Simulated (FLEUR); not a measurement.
# MnF2: parallel and opposed starts, part 3 of 3

Wanted: the moments of MnF2 and the energy of each order that was tried.

FLEUR MaX-R8.1; PBE with U = 4 eV on Mn d; all-electron FLAPW, Dirac cores, scalar-relativistic bands.

So far, largest spin moment in the muffin-tin sphere (μB): step 2 (run 1 (ferro ++)) 4.74; step 3 (order 2, typed as antiferro +-) 4.72.

## 5. Spin–orbit coupling, moments along [001]

Level of this step: PBE with U = 4 eV on Mn d; all-electron FLAPW, Dirac cores, scalar-relativistic bands with spin-orbit coupling (FLEUR).

Spin–orbit coupling ties the spins to the lattice and lets orbital moments form.

A new self-consistent run of the start antiferro +-, with the moments along z.

The input, inp.xml:

```
<?xml version="1.0" encoding="UTF-8" standalone="no"?>
<fleurInput fleurInputVersion="0.39">
   <comment>
      MnF2
   </comment>
   <calculationSetup>
      <cutoffs Kmax="4.29" Gmax="12.9" GmaxXC="12.9" numbands="178"/>
      <scfLoop itmax="120" minDistance="0.0001" maxIterBroyd="15" imix="Anderson" alpha="0.05" precondParam="0.0" spinf="2.0" sdNocoIR="T"/>
      <coreElectrons ctail="T" frcor="F" kcrel="0" coretail_lmax="0"/>
      <xcFunctional name="pbe" relativisticCorrections="F"/>
      <magnetism jspins="2"/>
      <soc l_soc="T" theta="0.0" phi="0.0" spav="F"/>
      <expertModes spex="0" secvar="F"/>
      <geometryOptimization l_f="F" forcealpha="1.0" forcemix="BFGS" epsdisp="0.00001" epsforce="0.00001"/>
      <ldaU l_linMix="F" mixParam="0.05" spinf="1.0"/>
   </calculationSetup>
   <cell>
      <bzIntegration valenceElectrons="58.0" mode="hist" fermiSmearingEnergy="0.00073499">
         <kPointListSelection listName="default-1"/>
         <xi:include xmlns:xi="http://www.w3.org/2001/XInclude" href="kpts.xml"> </xi:include>
      </bzIntegration>
      <xi:include xmlns:xi="http://www.w3.org/2001/XInclude" href="sym.xml"> </xi:include>
      <bulkLattice scale="1.0">
         <bravaisMatrix>
            <row-1>    9.2101471860754796     0.0000000000000000     0.0000000000000000</row-1>
            <row-2>    0.0000000000000000     9.2101471860754796     0.0000000000000000</row-2>
            <row-3>    0.0000000000000000     0.0000000000000000     6.2563162807132198</row-3>
         </bravaisMatrix>
      </bulkLattice>
   </cell>
   <atomSpecies>
      <species name="Manganese 4.501" element="Mn" atomicNumber="25">
         <mtSphere radius="2.48" gridPoints="819" logIncrement="0.015"/>
         <atomicCutoffs lmax="10" lnonsphr="8"/>
         <electronConfig flipSpins="F">
            <coreConfig>(1s1/2) (2s1/2) (2p1/2) (2p3/2)</coreConfig>
            <valenceConfig>(3s1/2) (3p1/2) (3p3/2) (4s1/2) (3d3/2) (3d5/2)</valenceConfig>
            <stateOccupation state="(3d3/2)" spinUp="1.7505" spinDown="0.2495"/>
            <stateOccupation state="(3d5/2)" spinUp="3.0" spinDown="0.0"/>
         </electronConfig>
         <energyParameters s="4" p="4" d="3" f="4"/>
         <ldaU l="2" U="4.0" J="0.0" l_amf="F"/>
         <lo type="SCLO" l="0" n="3" eDeriv="0"/>
         <lo type="SCLO" l="1" n="3" eDeriv="0"/>
      </species>
      <species name="Manganese -4.501" element="Mn" atomicNumber="25">
         <mtSphere radius="2.48" gridPoints="819" logIncrement="0.015"/>
         <atomicCutoffs lmax="10" lnonsphr="8"/>
         <electronConfig flipSpins="F">
            <coreConfig>(1s1/2) (2s1/2) (2p1/2) (2p3/2)</coreConfig>
            <valenceConfig>(3s1/2) (3p1/2) (3p3/2) (4s1/2) (3d3/2) (3d5/2)</valenceConfig>
            <stateOccupation state="(3d3/2)" spinUp="0.2495" spinDown="1.7505"/>
            <stateOccupation state="(3d5/2)" spinUp="0.0" spinDown="3.0"/>
         </electronConfig>
         <energyParameters s="4" p="4" d="3" f="4"/>
         <ldaU l="2" U="4.0" J="0.0" l_amf="F"/>
         <lo type="SCLO" l="0" n="3" eDeriv="0"/>
         <lo type="SCLO" l="1" n="3" eDeriv="0"/>
      </species>
      <species name="Fluorine (F)" element="F" atomicNumber="9">
         <mtSphere radius="1.4" gridPoints="463" logIncrement="0.023"/>
         <atomicCutoffs lmax="6" lnonsphr="4"/>
         <electronConfig flipSpins="F">
            <coreConfig>(1s1/2)</coreConfig>
            <valenceConfig>(2s1/2) (2p1/2) (2p3/2)</valenceConfig>
            <stateOccupation state="(2p1/2)" spinUp="0.833333" spinDown="0.833333"/>
            <stateOccupation state="(2p3/2)" spinUp="1.666667" spinDown="1.666667"/>
         </electronConfig>
         <energyParameters s="2" p="2" d="3" f="4"/>
      </species>
   </atomSpecies>
   <atomGroups>
      <atomGroup species="Manganese 4.501">
         <relPos label="                   1">.0000000000 .0000000000 .0000000000</relPos>
         <force calculate="T" relaxXYZ="TTT"/>
      </atomGroup>
      <atomGroup species="Manganese -4.501">
         <relPos label="                   2">1.000/2.000 1.000/2.000 1.000/2.000</relPos>
         <force calculate="T" relaxXYZ="TTT"/>
      </atomGroup>
      <atomGroup species="Fluorine (F)">
         <relPos label="                   3">.3053000000 .3053000000 .0000000000</relPos>
         <relPos label="                   5">-.3053000000 -.3053000000 .0000000000</relPos>
         <force calculate="T" relaxXYZ="TTT"/>
      </atomGroup>
      <atomGroup species="Fluorine (F)">
         <relPos label="                   4">.1947000000 -.1947000000 1.000/2.000</relPos>
         <relPos label="                   6">-.1947000000 .1947000000 1.000/2.000</relPos>
         <force calculate="T" relaxXYZ="TTT"/>
      </atomGroup>
   </atomGroups>
   <output dos="F" band="F" slice="F">
      <bandDOS minEnergy="-.5*Htr" maxEnergy="0.5*Htr" sigma="0.015" storeEVData="T"/>
      <plotting iplot="0" polar="F">
         <plot TwoD="T" vec1="  1.0  0.0  0.0" vec2="  0.0  1.0  0.0" vec3="  0.0  0.0  1.0" zero="  0.0  0.0  0.0" file="plot"/>
      </plotting>
      <moessbauerParams electricFieldGradient="F" isomerShift="F" coreHyperfine="F" valenceHyperfine="F"/>
   </output>
</fleurInput>
```

The input, crystal.txt:

```
MnF2
&input film=F cartesian=F /
4.87380000000  0.00000000000  0.00000000000
0.00000000000  4.87380000000  0.00000000000
0.00000000000  0.00000000000  3.31070000000
1.8897261246
1.0 1.0 1.0

6
25 0.00000000000  0.00000000000  0.00000000000 : 4.501
25 0.50000000000  0.50000000000  0.50000000000 : -4.501
9 0.30530000000  0.30530000000  0.00000000000
9 0.19470000000  0.80530000000  0.50000000000
9 0.69470000000  0.69470000000  0.00000000000
9 0.80530000000  0.19470000000  0.50000000000

&soc 0.0000000 0.0000000 /
&kpt div1=6 div2=6 div3=10 gamma=T /
```

Run with:

```console
OMP_NUM_THREADS=1 inpgen -f crystal.txt > inpgen.log  # inp.xml is then edited as shown
OMP_NUM_THREADS=1 mpirun -n 4 fleur_MPI > fleur.log
```

The log of the run:

```text
[banner, memory and clock lines left out]
Welcome to FLEUR        (www.flapw.de)
      MaX-Release 8.1          (www.max-centre.eu)

 ========== k-point set info ==========
 Selected k-point list: default-1
 k-point list type: mesh
 6 x 6 x 10
 Number of k points: 120

 [... set-up left out ...]
 no density matrix found ... skipping LDA+U
 Complex matrix made real
 Complex matrix made real
 Reset of history
 Iteration:     1   Distance:      14.32054612 me/bohr^3
 Iteration:     2   Distance:      13.18276450 me/bohr^3
 Iteration:     3   Distance:      11.71209271 me/bohr^3
 Iteration:     4   Distance:       6.76933471 me/bohr^3
 Iteration:     5   Distance:       3.05636091 me/bohr^3
 Iteration:     6   Distance:       1.66893777 me/bohr^3
 Iteration:     7   Distance:       0.45377905 me/bohr^3
 Iteration:     8   Distance:       0.49157738 me/bohr^3
 Iteration:     9   Distance:       0.03560169 me/bohr^3
 Iteration:    10   Distance:       0.03242979 me/bohr^3
 Iteration:    11   Distance:       0.01096557 me/bohr^3
 Iteration:    12   Distance:       0.00633251 me/bohr^3
 Iteration:    13   Distance:       0.00329953 me/bohr^3
 Iteration:    14   Distance:       0.00101235 me/bohr^3
 Iteration:    15   Distance:       0.00105631 me/bohr^3
 Iteration:    16   Distance:       0.00015638 me/bohr^3
 Iteration:    17   Distance:       0.00014678 me/bohr^3
 Iteration:    18   Distance:       0.00006685 me/bohr^3

 ********************************************************************
 Run finished successfully
 Stop message:
   all done
 ********************************************************************

--- out.xml (last complete iteration) ---
<iteration numberForCurrentRun="   18" overallNumber="   18">
         [... left out ...]
         <bandgap value="3.6884713090" units="eV"/>
         <sumValenceSingleParticleEnergies value="-36.7082570060" units="Htr"/>
         <FermiEnergy value="0.0905019146" units="Htr"/>
         [... left out ...]
         <magneticMomentsInMTSpheres units="muBohr">
            <globalMagMoment atomType="1" vec="0.00000   0.00000   4.71841"/>
            <globalMagMoment atomType="2" vec="0.00000   0.00000  -4.71832"/>
            <globalMagMoment atomType="3" vec="0.00000   0.00000  -0.01809"/>
            <globalMagMoment atomType="4" vec="0.00000   0.00000   0.01785"/>
         </magneticMomentsInMTSpheres>
         <orbitalMomentsInMTSpheres units="muBohr">
            <globalMagMoment atomType="1" vec="0.00000   0.00000  -0.00044"/>
            <globalMagMoment atomType="2" vec="0.00000   0.00000   0.00044"/>
            <globalMagMoment atomType="3" vec="0.00000   0.00000  -0.00002"/>
            <globalMagMoment atomType="4" vec="0.00000   0.00000   0.00002"/>
         </orbitalMomentsInMTSpheres>
         [... left out ...]
         <totalEnergy value="    -2716.9347235102" units="Htr">
            <sumOfEigenvalues value="    -1551.6512958405">
               <coreElectrons value="-1514.9430388345"/>
               <valenceElectrons value="-36.7082570060"/>
            </sumOfEigenvalues>
         [... left out ...]
            <freeEnergy value="-2716.9347235102"/>
            <extrapolationTo0K value="-2716.9347235102"/>
         </totalEnergy>
         [... left out ...]
         <ldaUDensityMatrixConvergence>
            <distance spin="1" distance="0.000001"/>
            <distance spin="2" distance="0.000001"/>
         </ldaUDensityMatrixConvergence>
         <densityConvergence units="me/bohr^3">
            <chargeDensity spin="1" distance="0.0000492403"/>
            <chargeDensity spin="2" distance="0.0000446034"/>
            <overallChargeDensity distance="0.0000660292"/>
            <spinDensity distance="0.0000668452"/>
         </densityConvergence>
      </iteration>
```

The job ended after 16 min (4 MPI ranks of Arm Neoverse V2, shared host; peak memory 1.5 GiB).

Spin moment in the muffin-tin sphere by atom:

```
atom  spin moment in the muffin-tin sphere (μB)
 Mn1                                       4.72
 Mn2                                      -4.72
  F3                                      -0.02
  F4                                       0.02
  F5                                      -0.02
  F6                                       0.02
```

This step gave:

```yaml
free_energy: -73931.5602 eV
program_s_band_gap_on_this_mesh_in_a_metal_only_a_level_spacing: 3.688 eV
magnetization: 0 μB
final_state: antiferromagnetic
orbital_moment_along_the_spin: 0 μB
```

Orbital moment in the sphere, along the spin axis by atom:

```
atom  orbital moment in the sphere, along the spin axis (μB)
 Mn1                                                 -0.0004
 Mn2                                                  0.0004
  F3                                                  0.0000
  F4                                                  0.0000
  F5                                                  0.0000
  F6                                                  0.0000
```

## 6. Results

```yaml
lowest_state_found: antiferromagnetic (typed antiferro +-)
largest_site_spin_moment: 4.72 μB
next_finished_state: ferromagnetic, 19.3 meV a seeded atom higher
orbital_moment_on_the_atom_of_largest_spin_along_its_spin_spin_orbit_run: -4.4e-4 μB
```

The lowest state found is antiferromagnetic, reached from the start antiferro +-, with moments up to 4.72 μB. The next finished state costs 19 meV a seeded atom. The shell is near half filling, where Hund's rules give no orbital moment. This is the lowest of 2 finished starts, no proof of the ground state.

[Logs and program files are shortened in this print: banners, set-up blocks, solver, clock and traceback lines can be left out without a mark of their own.]

[Logs are printed without paths, hosts, clocks, repeated set-up lines and the standing remarks that a program may print on its own settings, such as how far it seeks lower states.]

[Hosts, paths, dates, database ids (printed as entryN), source tags and the programs' standing remarks are cut or masked in the printed files.]

[Where a cell is said to come from a database of computed structures, the database is the Materials Project.]
